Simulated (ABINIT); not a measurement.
Records of electronic-structure calculations.

```
! title: CdS (Hawleyite): G0W0 with ABINIT, start to end
! method: RPA screening on PBE with spin-orbit coupling, plane waves, norm-conserving pseudopotentials (and 2 further levels or steps)
! program: ABINIT 10.8.3
! settings: cutoff 47 Ha, PseudoDojo fully relativistic 0.4 standard, norm-conserving, potential set dojo-fr-pbe-0.4-standard, ngkpt (4, 4, 4), nband 168, ecuteps 4.4 Ha, shiftk (0, 0, 0), symchi 1, awtr 1, frequency ppm, 4×4×4 k-mesh
! cost: 5 runs, 12 min in all on 4 MPI ranks of Arm Neoverse V1, shared host
! notes: The program’s warnings: Neglecting <n,k|[Vnl,iqr]|m,k>.  Limits: screening head approximate. The 4×4×4 mesh is coarse for this cell, which bears on the long-range parts of exchange and screening.
! PBE gap: 1.04 eV, direct
! G0W0 gap on the mesh: 1.89 eV
! GW settings: 4×4×4 mesh, 168 bands, screening to 119.7 eV, Godby-Needs plasmon pole
! known limits: short of the basis limit; screening head approximate; coarse k mesh
CELL_PARAMETERS angstrom
0.00000 2.95820 2.95820
2.95820 0.00000 2.95820
2.95820 2.95820 0.00000
ATOMIC_POSITIONS crystal
Cd 0.00000 0.00000 0.00000
S 0.25000 0.25000 0.25000
```

[Long decimals in the printed logs are rounded to 6 places.]

[Logs are printed without paths, hosts, clocks, repeated set-up lines and the standing remarks that a program may print on its own settings, such as how far it seeks lower states.]

[Paths, hosts, dates, memory and timing lines, banners, echoed tables and standing remarks are left out of the program output; an Ansatz launch command may be rebuilt from the run's recorded settings. Measured values are a selection of at most five: reports struck by readers or far from the other reports are left out. None is set beside runs whose start may be inverted or whose files or cutoffs have a known fault.]

[Runs of the session that timed out or met a known fault of the program may be left out.]

[Hosts, paths, dates, database ids (printed as entryN), source tags and the programs' standing remarks are cut or masked in the printed files.]

[G0W0 gaps are taken among the corrected bands and points alone; a level outside them can change the order at an edge.]

[Where Ansatz stands beside ABINIT at settings called matched, ABINIT's density can come from a denser mesh and the files from another edition; pairs whose starting gaps differed by over 0.03 eV were left out, so agreement reads better than it is.]
